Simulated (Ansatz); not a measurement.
# Tetragonal PbO monolayer in a perpendicular field, part 2 of 3

What dipole does a perpendicular field induce in the tetragonal PbO monolayer, and does the gap follow? A positive field points along +c.

Ansatz 0.2.0; plane-wave DFT, PBE-D3(BJ), Ansatz PAW.

So far, gap on the k-mesh (eV): step 2 (relaxation) 2.59.

### Step 3. Atoms held, field 0, start network

A sawtooth potential applies the field, turning back in the middle of the vacuum. With the dipole correction the typed value is the field outside the slab. The induced dipole is small, so the SCF threshold is tight.

The cell differs from the one that the last finished run ended in (c 33.814 → 20.413 Å).

File input.yaml:

```yaml
crystal:
  lattice:
    - [4.012965107, 0.0, 0.0]
    - [0.0, 4.012965107, 0.0]
    - [0.0, 0.0, 20.4128326441]
  atoms:
    - { symbol: Pb, position: [0.5, 0.0, 0.4408991225] }
    - { symbol: O, position: [0.0, 0.0, 0.5] }
    - { symbol: O, position: [0.5, 0.5, 0.5] }
    - { symbol: Pb, position: [0.0, 0.5, 0.5591008775] }
kpoints:
  mp_grid: { grid: [12, 12, 1] }
  band_path:
    path: [[0, 0, 0], [0.5, 0, 0], [0.5, 0.5, 0], [0, 0, 0]]
    npoints: 16
hamiltonian:
  xc: pbe
  dispersion: d3bj
scf:
  occupations: { method: fermi_dirac, width: 0.02585 }
  convergence: { dr2_threshold: 1.0e-10 }
efield:
  axis: 3
  dipole_correction: true
  ramp_position: 0.97
  ramp_width: 0.06
  amplitude: 0
output:
  dos: { projected: true, e_range: [-6, 5] }
  bader: true
  write_potential: true
  write_density: true
  volumetric_format: npy
  elf: true
```

The run is started by

```sh
$ ansatz run input.yaml --threads 2 --pin off --max-ram 3072MiB --backend cpu --events-out ev --progress --plain --runs-dir out
```

Numbers of over 12 decimals in the logs are rounded to 6 here.

The log of the run:

```text
[...]
Crystal: 4 atoms, lattice volume = 328.726 Å³
Basis set: ecut = 420 eV, 6429 PW (Γ)
Bands: 24, of which v1, the nominal top of the filled ones, is band 20 counted from 1 (19 counted from 0)
Symmetry: 8 space group operations
k-points: 28 of 144
[...]
SCF iter   1: F=—  HF=-24947.631545 eV  |F-HF|=—  |Δ(HF+E_count)|=         —  Δρ=1.02e-3  dr2=5.20e-3  ethr=1.77e-3  p=0.000 e·Å  D=2.62e-14 V/Å  ΔV_dip=-0.00 eV  dr2_dipole=1.78e-11  V_vac-E_F(+/−)=3.26/3.27 eV  ⟨swp⟩=7.8  Hψ=3739  notcnv=0
efield: sawtooth ramp at fractional position 0.9700 (set: `efield.ramp_position`, or a place that a band, a saddle search or an elastic batch's reference lends), width 0.0600; the density the first Hamiltonian is built on has a dipole p = 0.000 e·Å; the dipole correction subtracts the counter field D = 2.62e-14 V/Å, which shifts the + side's vacuum level by -0.00 eV against the − side's; the planar-averaged density in the ramp window peaks in size at 1.5e-5 e/Å³
[...]
SCF iter   2: F=—  HF=-24947.634802 eV  |F-HF|=—  |Δ(HF+E_count)|=   3.26e-3  Δρ=8.70e-4  dr2=2.72e-3  ethr=1.30e-5  p=-0.000 e·Å  D=-2.26e-6 V/Å  ΔV_dip=0.00 eV  dr2_dipole=4.94e-14  V_vac-E_F(+/−)=3.29/3.29 eV  ⟨swp⟩=3.9  Hψ=1798  notcnv=0
[...]
SCF iter   9: F=-24947.636166 eV  HF=-24947.636166 eV  |F-HF|=2.18e-11  |Δ(HF+E_count)|=  7.28e-11  Δρ=1.06e-7  dr2=4.86e-11  ethr=1.00e-12  p=-0.000 e·Å  D=-5.06e-7 V/Å  ΔV_dip=0.00 eV  dr2_dipole=6.09e-12  V_vac-E_F(+/−)=3.25/3.25 eV  ⟨swp⟩=5.1  Hψ=1997  notcnv=0
SCF 1 converged in 9 iterations: F = -24947.636166 eV  dr2 = 4.86e-11
[...]
NSCF: frozen V_eff on 49 k-points
efield: sawtooth ramp at fractional position 0.9700 (kept from the solve that this one continues, or follows in the run), width 0.0600; the density the first Hamiltonian is built on has a dipole p = -0.000 e·Å; the dipole correction subtracts the counter field D = -5.06e-7 V/Å, which shifts the + side's vacuum level by +0.00 eV against the − side's; the planar-averaged density in the ramp window peaks in size at 2.5e-6 e/Å³
[...]
SCF converged after 9 iterations
Free energy (F): -24947.636166 eV
[...]
Internal energy: -24947.636166 eV  (E = F + TS)
E sigma→0 (E₀):  -24947.636166 eV
Fermi energy:    -0.194651 eV
Dipole field:    D = 0.000002 V/Å  (p = 0.000004 e·Å, saw-weighted, corrected)
Work function:   Φ+ = 3.2489 eV   Φ− = 3.2490 eV
Levels:          The Fermi level and band energies are counted from a zero that moves with the ramp; work functions are not
[...]
--- Band table (eV; the first three rows and the last of 28) ---
  k-point 0: bands = [... 16 lower, -2.5981, -2.5120, -2.5120, -1.5176, 1.0749, 1.0994, 2.9938, 3.1829]
  k-point 1: bands = [... 16 lower, -2.7519, -2.5582, -2.4663, -1.5222, 1.2231, 1.2259, 3.0598, 3.2575]
  k-point 2: bands = [... 16 lower, -2.9643, -2.6928, -2.5140, -1.5430, 1.5581, 1.6043, 3.0421, 3.3197]
  k-point 27: bands = [... 16 lower, -2.7876, -2.7876, -1.9012, -1.9012, 1.6879, 1.6879, 3.7023, 3.7023]
--- Bader charges: 4 sites ---
  site symbol  charge [e]  shift [e]
     0     Pb      1.1701     0.0005
     1      O     -1.1701     0.0005
     2      O     -1.1701     0.0005
     3     Pb      1.1701     0.0005
  estimated error of the sums over rays = 2.9e-4 e
```

Run time: 28 s. Hardware: 2 threads of AMD EPYC 7B13 (Zen 3), shared host; peak memory 0.65 GiB; 56 s of CPU time.

Numbers from this step:

```yaml
dipole_along_the_normal: 3.78e-6 e·Å
gap_along_the_path: 2.593 eV
smallest_direct_gap_along_the_path: 2.593 eV
ionisation_energy_upper_face: 4.572 eV
electron_affinity_upper_face: 1.979 eV
gap_the_smaller_of_path_and_mesh: 2.593 eV
```

Running mean over a fixed 2.7 Å (it still follows the layers) of the planar mean; the ramp of the sawtooth is left out. The electron's electrostatic potential energy less the Fermi level by z:

```csv
z (Å),electron's electrostatic potential energy less the Fermi level (eV)
2.84,3.25
3.26,3.25
3.69,3.25
3.97,3.25
4.39,3.25
4.82,3.24
5.24,3.24
5.67,3.22
5.95,3.18
6.38,3.05
6.80,2.67
7.23,1.58
7.65,0.0770
8.08,-1.39
8.36,-2.28
8.79,-3.68
9.21,-5.00
9.64,-5.79
10.06,-5.98
10.35,-5.98
10.77,-5.79
11.20,-5.00
11.62,-3.68
12.05,-2.28
12.33,-1.39
12.76,0.0770
13.18,1.58
13.61,2.67
14.03,3.05
14.46,3.18
14.74,3.22
15.17,3.24
15.59,3.24
16.02,3.25
16.44,3.25
16.73,3.25
17.15,3.25
17.58,3.25
```

The density of states has structure finer than the step of the table below, so its rows give means over 0.2 eV, whole bins alone (the curve runs from -6 to 3.07 eV). Peaks (eV: height): -4.81: 4.47, -4.26: 4.13, -2.80: 8.28, -2.06: 7.66, -1.34: 5.40, 2.05: 12.3, 2.19: 7.29.

Density of states against energy, zero at the Fermi level of the run, which the smearing sets inside the gap; means over each step:

```csv
energy (eV),density of states (states/eV a cell)
-5.2,0
-5.0,2.43
-4.8,3.54
-4.6,2.70
-4.4,2.81
-4.2,3.17
-4.0,2.79
-3.8,1.93
-3.6,1.63
-3.4,2.24
-3.2,2.27
-3.0,2.44
-2.8,5.85
-2.6,4.20
-2.4,3.14
-2.2,4.56
-2.0,5.60
-1.8,3.60
-1.6,2.10
-1.4,2.94
-1.2,0
-1.0,0
-0.8,0
-0.6,0
-0.4,0
-0.2,0
0.0,0
0.2,0
0.4,0
0.6,0
0.8,0
1.0,0
1.2,0.0116
1.4,0.594
1.6,0.717
1.8,2.25
2.0,6.21
2.2,5.42
2.4,2.98
2.6,1.31
2.8,2.28
```

Projected DOS per atom over height of the atomic layer and energy from the Fermi level. Layers: Pb O2 Pb from below.

Ten even steps from '0' (0.00 states/eV) to '9' (2.03 states/eV), each cell a mean:
```
303
313
929
101
000
000
000
000
000
000
111
242
292
262
272
040
030
151
141
141
000
000
```
Columns: height of the atomic layer (Å) from 9 to 11.4; rows upwards: energy from the Fermi level (eV) from -5.96 to 3.04.

The electronic bands at the labelled points (eV, zero at the Fermi level of the run, which the smearing sets inside the gap):

```csv
point,band 17,band 18,band 19,band 20,band 21,band 22,band 23,band 24
Γ,-2.40,-2.32,-2.32,-1.32,1.27,1.29,3.19,3.38
halfway,-2.97,-2.71,-2.42,-1.40,2.16,2.26,2.73,3.83
X,-3.60,-3.60,-1.97,-1.97,2.05,2.05,3.64,3.64
halfway,-2.54,-2.54,-2.12,-2.12,2.09,2.09,3.97,3.97
M,-2.59,-2.59,-1.71,-1.71,1.88,1.88,3.90,3.90
halfway,-3.48,-2.87,-1.93,-1.57,2.14,2.78,3.09,3.66
Γ,-2.40,-2.32,-2.32,-1.32,1.27,1.29,3.19,3.38
```

Electrostatic potential energy in the ca plane at fractional y = 0.000, with atoms of Pb and O within 0.2 Å of it. With pseudopotentials it is smooth inside the atoms' cores, unlike the true potential.

Ten even steps from '0' (-38 eV) to '9' (3 eV), each cell a mean:
```
99999999999999999999995003999999999999999999
99999999999999999999888658999999999999999999
99999999999999999986447899999999999999999999
99999999999999999851002699999999999999999999
99999999999999999820210489999999999999999999
99999999999999999720320389999999999999999999
99999999999999999830000589999999999999999999
99999999999999999973114899999999999999999999
99999999999999999998778889999999999999999999
99999999999999999999997215999999999999999999
99999999999999999999994001899999999999999999
```
Columns run along c (16.0 Å, from fractional 0.08 to 0.86 of the cell; values clipped at the 3rd and 97th percentile), rows up along a (4.0 Å). Atoms in or near the plane, at fractional coordinates: Pb at (0.44, 0.50), O at (0.50, 0.00).

ELF in the ca plane at fractional y = 0.000, with atoms of Pb and O within 0.2 Å of it. It is the smooth field of the valence electrons, not physical close to the nuclei.

Ten even steps from '0' (0.00) to '9' (0.81), each cell a mean:
```
00000000000000000011159879830000000000000000
00000000000000124543226999620000000000000000
00000000000013578765432455310000000000000000
00000000000135898765333211000000000000000000
00000000000147998652003310000000000000000000
00000000000247998651002410000000000000000000
00000000000136898753113310000000000000000000
00000000000024788765443232100000000000000000
00000000000001356664324787410000000000000000
00000000000000011222149999730000000000000000
00000000000000000000269759830000000000000000
```
Columns run along c (16.0 Å, from fractional 0.08 to 0.86 of the cell), rows up along a (4.0 Å). Atoms in or near the plane, at fractional coordinates: Pb at (0.44, 0.50), O at (0.50, 0.00).

Valence density in the ca plane at fractional y = 0.000, with atoms of Pb and O within 0.2 Å of it. It is the smooth field of the valence electrons, not physical close to the nuclei.

Ten steps, logarithmic in the rise over the least value, from '0' (0.0 e/Å³) to '9' (8.5 e/Å³), each cell a mean:
```
00000000000000000001136887421000000000000000
00000000000000000012234665310000000000000000
00000000000000000124444332100000000000000000
00000000000000001246775321000000000000000000
00000000000000001358997421000000000000000000
00000000000000001368997520000000000000000000
00000000000000001357886421000000000000000000
00000000000000001235664321100000000000000000
00000000000000000122334443210000000000000000
00000000000000000001235776310000000000000000
00000000000000000000136998421000000000000000
```
Columns run along c (16.0 Å, from fractional 0.08 to 0.86 of the cell), rows up along a (4.0 Å). Atoms in or near the plane, at fractional coordinates: Pb at (0.44, 0.50), O at (0.50, 0.00).

The gap is 2.59 eV, with the valence edge 4.57 eV and the conduction edge 1.98 eV under the upper vacuum level. Spin-orbit coupling, left out in this run, matters for the bands of elements this heavy.

### Step 4. Atoms held, field 0.1 V/Å

input.yaml: that of step 3 with these lines changed.

```diff
@@ -24,8 +24,6 @@
   dipole_correction: true
-  ramp_position: 0.97
-  ramp_width: 0.06
-  amplitude: 0
+  ramp_position: 0.9588
+  ramp_width: 0.0823
+  amplitude: 0.1
 output:
-  dos: { projected: true, e_range: [-6, 5] }
-  bader: true
   write_potential: true
@@ -33,2 +31 @@
   volumetric_format: npy
-  elf: true
```

The log of the run:

```text
[...]
Crystal: 4 atoms, lattice volume = 328.726 Å³
Basis set: ecut = 420 eV, 6429 PW (Γ)
Bands: 24, of which v1, the nominal top of the filled ones, is band 20 counted from 1 (19 counted from 0)
Symmetry: 8 space group operations
k-points: 28 of 144
[...]
--- Band table (eV; the first three rows and the last of 28) ---
  k-point 0: bands = [... 16 lower, -2.5994, -2.5132, -2.5132, -1.5190, 1.0117, 1.1550, 2.7243, 3.3916]
  k-point 1: bands = [... 16 lower, -2.7531, -2.5594, -2.4676, -1.5236, 1.1477, 1.2930, 2.7959, 3.4617]
  k-point 2: bands = [... 16 lower, -2.9655, -2.6939, -2.5153, -1.5442, 1.4937, 1.6586, 2.9727, 3.1178]
  k-point 27: bands = [... 16 lower, -2.8072, -2.7701, -1.9046, -1.9003, 1.6863, 1.6863, 3.7012, 3.7012]
[key lines of the parts left out:]
SCF converged after 12 iterations
Free energy (F): -24947.638341 eV
Fermi energy:    -0.222746 eV
Dipole field:    D = 0.023940 V/Å  (p = 0.043491 e·Å, saw-weighted, corrected)
```

Elapsed: 17 s, on 2 threads; peak memory 0.61 GiB.

The dipole is 0.0435 e·Å, and the gap 2.531 eV.

### Step 5. Atoms held, field -0.1 V/Å

input.yaml: that of step 4 with these lines changed.

```diff
@@ -26,3 +26,3 @@
   ramp_width: 0.0823
-  amplitude: 0.1
+  amplitude: -0.1
 output:
```

The log of the run:

```text
[...]
Crystal: 4 atoms, lattice volume = 328.726 Å³
Basis set: ecut = 420 eV, 6429 PW (Γ)
Bands: 24, of which v1, the nominal top of the filled ones, is band 20 counted from 1 (19 counted from 0)
Symmetry: 8 space group operations
k-points: 28 of 144
[...]
--- Band table (eV; the first three rows and the last of 28) ---
  k-point 0: bands = [... 16 lower, -2.5995, -2.5134, -2.5134, -1.5192, 1.0116, 1.1548, 2.7243, 3.3916]
  k-point 1: bands = [... 16 lower, -2.7533, -2.5596, -2.4677, -1.5237, 1.1476, 1.2928, 2.7959, 3.4617]
  k-point 2: bands = [... 16 lower, -2.9657, -2.6941, -2.5155, -1.5444, 1.4935, 1.6585, 2.9726, 3.1177]
  k-point 27: bands = [... 16 lower, -2.8074, -2.7703, -1.9047, -1.9005, 1.6861, 1.6861, 3.7011, 3.7011]
[key lines of the parts left out:]
SCF converged after 12 iterations
Free energy (F): -24947.638341 eV
Fermi energy:    -0.222900 eV
Dipole field:    D = -0.023940 V/Å  (p = -0.043490 e·Å, saw-weighted, corrected)
```

It took 16 s on 2 threads; peak memory 0.64 GiB.

The dipole is -0.0435 e·Å, and the gap 2.531 eV.

### Step 6. Single point, field 0.2 V/Å

input.yaml: that of step 5 with these lines changed.

```diff
@@ -26,3 +26,3 @@
   ramp_width: 0.0823
-  amplitude: -0.1
+  amplitude: 0.2
 output:
```

The log of the run:

```text
[...]
Crystal: 4 atoms, lattice volume = 328.726 Å³
Basis set: ecut = 420 eV, 6429 PW (Γ)
Bands: 24, of which v1, the nominal top of the filled ones, is band 20 counted from 1 (19 counted from 0)
Symmetry: 8 space group operations
k-points: 28 of 144
[...]
--- Band table (eV; the first three rows and the last of 28) ---
  k-point 0: bands = [... 16 lower, -2.6032, -2.5170, -2.5170, -1.5235, 0.9278, 1.2147, 2.3457, 3.4657]
  k-point 1: bands = [... 16 lower, -2.7570, -2.5632, -2.4715, -1.5279, 1.0599, 1.3545, 2.4201, 3.5294]
  k-point 2: bands = [... 16 lower, -2.9694, -2.6977, -2.5194, -1.5481, 1.3973, 1.7227, 2.6400, 3.0697]
  k-point 27: bands = [... 16 lower, -2.8291, -2.7549, -1.9105, -1.9020, 1.6813, 1.6813, 3.6977, 3.6977]
[key lines of the parts left out:]
SCF converged after 12 iterations
Free energy (F): -24947.644867 eV
Fermi energy:    -0.266718 eV
Dipole field:    D = 0.047917 V/Å  (p = 0.087048 e·Å, saw-weighted, corrected)
```

Run time: 17 s. Hardware: 2 threads; peak memory 0.63 GiB.

The dipole is 0.0870 e·Å, and the gap 2.451 eV.

### Step 7. Atoms held, field -0.2 V/Å

input.yaml: that of step 6 with these lines changed.

```diff
@@ -26,3 +26,3 @@
   ramp_width: 0.0823
-  amplitude: 0.2
+  amplitude: -0.2
 output:
```

The log of the run:

```text
[...]
Crystal: 4 atoms, lattice volume = 328.726 Å³
Basis set: ecut = 420 eV, 6429 PW (Γ)
Bands: 24, of which v1, the nominal top of the filled ones, is band 20 counted from 1 (19 counted from 0)
Symmetry: 8 space group operations
k-points: 28 of 144
[...]
--- Band table (eV; the first three rows and the last of 28) ---
  k-point 0: bands = [... 16 lower, -2.6035, -2.5173, -2.5173, -1.5239, 0.9275, 1.2144, 2.3457, 3.4661]
  k-point 1: bands = [... 16 lower, -2.7573, -2.5635, -2.4718, -1.5282, 1.0596, 1.3542, 2.4201, 3.5298]
  k-point 2: bands = [... 16 lower, -2.9697, -2.6980, -2.5197, -1.5484, 1.3969, 1.7223, 2.6400, 3.0695]
  k-point 27: bands = [... 16 lower, -2.8294, -2.7552, -1.9108, -1.9024, 1.6809, 1.6809, 3.6974, 3.6974]
[key lines of the parts left out:]
SCF converged after 12 iterations
Free energy (F): -24947.644867 eV
Fermi energy:    -0.267027 eV
Dipole field:    D = -0.047916 V/Å  (p = -0.087048 e·Å, saw-weighted, corrected)
```

Run time: 16 s. Hardware: 2 threads; peak memory 0.64 GiB; 32 s of CPU time.

The dipole is -0.0870 e·Å, and the gap 2.451 eV.

### Step 8. Atoms held, field 0.35 V/Å

input.yaml: that of step 7 with these lines changed.

```diff
@@ -24,6 +24,8 @@
   dipole_correction: true
-  ramp_position: 0.9588
-  ramp_width: 0.0823
-  amplitude: -0.2
+  ramp_position: 0.9302
+  ramp_width: 0.1397
+  amplitude: 0.35
 output:
+  dos: { projected: true, e_range: [-6, 5] }
+  bader: true
   write_potential: true
@@ -31 +33,2 @@
   volumetric_format: npy
+  elf: true
```

The log of the run:

```text
[...]
Crystal: 4 atoms, lattice volume = 328.726 Å³
Basis set: ecut = 420 eV, 6429 PW (Γ)
Bands: 24, of which v1, the nominal top of the filled ones, is band 20 counted from 1 (19 counted from 0)
Symmetry: 8 space group operations
k-points: 28 of 144
[...]
k-point 2: bands = [... 16 lower, -2.9808, -2.7090, -2.5313, -1.5595, 1.2093, 1.8045, 2.1286, 3.0441]
  k-point 27: bands = [... 16 lower, -2.8668, -2.7373, -1.9251, -1.9103, 1.6667, 1.6667, 3.6872, 3.6872]
--- Bader charges: 4 sites ---
  site symbol  charge [e]  shift [e]
     0     Pb      1.1468     0.0005
     1      O     -1.1697     0.0005
     2      O     -1.1697     0.0005
     3     Pb      1.1927     0.0005
  estimated error of the sums over rays = 2.9e-4 e
[key lines of the parts left out:]
SCF converged after 13 iterations
Free energy (F): -24947.662840 eV
Fermi energy:    -0.350540 eV
Dipole field:    D = 0.084045 V/Å  (p = 0.152680 e·Å, saw-weighted, corrected)
```

Run time: 31 s. Hardware: 2 threads; peak memory 0.64 GiB; 62 s of CPU time.

The dipole is 0.153 e·Å, and the gap 2.309 eV.

### Step 9. Response, atoms held

This step: plane-wave DFT, PBE-D3(BJ), Ansatz PAW; response to a field along the normal, atoms held (Ansatz 0.2.0).

The dipoles give the slope, and the difference of two potentials shows where the field is screened.

Numbers from this step:

```yaml
equivalent_conductor_thickness_p_eps_0ae: 4.887 Å
distance_between_the_outer_atoms: 2.413 Å
```

Dipole of the cell against applied field:

```csv
applied field (V/Å),dipole of the cell (e·Å)
-0.200,-0.0870
-0.100,-0.0435
0.000,3.8e-6
0.100,0.0435
0.200,0.0870
0.350,0.153
```

Local field over the applied field, running mean. From the potentials at -0.1 and 0.1 V/Å; running mean over 2.5 Å. The local field over applied field by z:

```csv
z (Å),local field over applied field
4.5,0.994
5.0,0.986
5.5,0.966
6.0,0.922
6.5,0.838
7.0,0.708
7.5,0.558
8.0,0.408
8.5,0.268
9.0,0.171
9.5,0.121
10.0,0.0979
10.5,0.100
11.0,0.128
11.5,0.184
12.0,0.291
12.5,0.434
13.0,0.585
13.5,0.733
14.0,0.856
14.5,0.932
15.0,0.970
15.5,0.988
16.0,0.995
```

The induced electron density oscillates, so the rows of the table below give means over windows of 1.42 Å about each position, cut where the curve ends. Its maxima inside the range that stand out by 2 % of the span (Å: e/Å³ per V/Å): 7.7: 0.00290, 9.1: 9.0e-4, 10.3: 6.7e-4, 11.9: -4.6e-4. Its minima: 8.5: 4.6e-4, 10.1: -6.7e-4, 11.3: -9.0e-4, 12.8: -0.00290.

Electrons, planar mean, per unit field. Induced electron density against z; means over each step:

```csv
z (Å),induced electron density (e/Å³ per V/Å)
4.82,6.6e-5
6.24,7.1e-4
7.66,0.00226
9.08,5.8e-4
10.50,-1.7e-4
11.92,-0.00124
13.34,-0.00191
14.76,-2.8e-4
16.18,-3.2e-5
```

The smaller of the gaps on the path and on the k-mesh, counted as 0 under 0.03 eV. Table of gap by applied field:

```csv
applied field (V/Å),gap (eV)
-0.200,2.45
-0.100,2.53
0.000,2.59
0.100,2.53
0.200,2.45
0.350,2.31
```

By hand: between -0.1 and 0.1 V/Å the dipole changes by 0.08698 e·Å, a slope of 0.4349 e·Å²/V. A perfect conductor of thickness t has p = ε₀AEt, so t = 180.95 × 0.4349 / 16.104 = 4.89 Å (e/ε₀ = 180.95 V·Å, A in Å²).

The induced dipole is that of a conductor 4.89 Å thick.

[end of part 2 of 3]

[Logs are printed without paths, hosts, clocks, repeated set-up lines and the standing remarks that a program may print on its own settings, such as how far it seeks lower states.]

[Hosts, paths, dates, database ids (printed as entryN), source tags and the programs' standing remarks are cut or masked in the printed files.]

[Maps of the electrostatic potential energy from Ansatz leave out the sawtooth potential of an applied field or a dipole correction, so their vacuum need not be flat; planar profiles and work functions include it.]

[The density of states shown here was stored with 400 of the rows of the run's finer table, so its peaks can read low, often by over a quarter, or be missed, and its means over a window can be off by a tenth or more.]
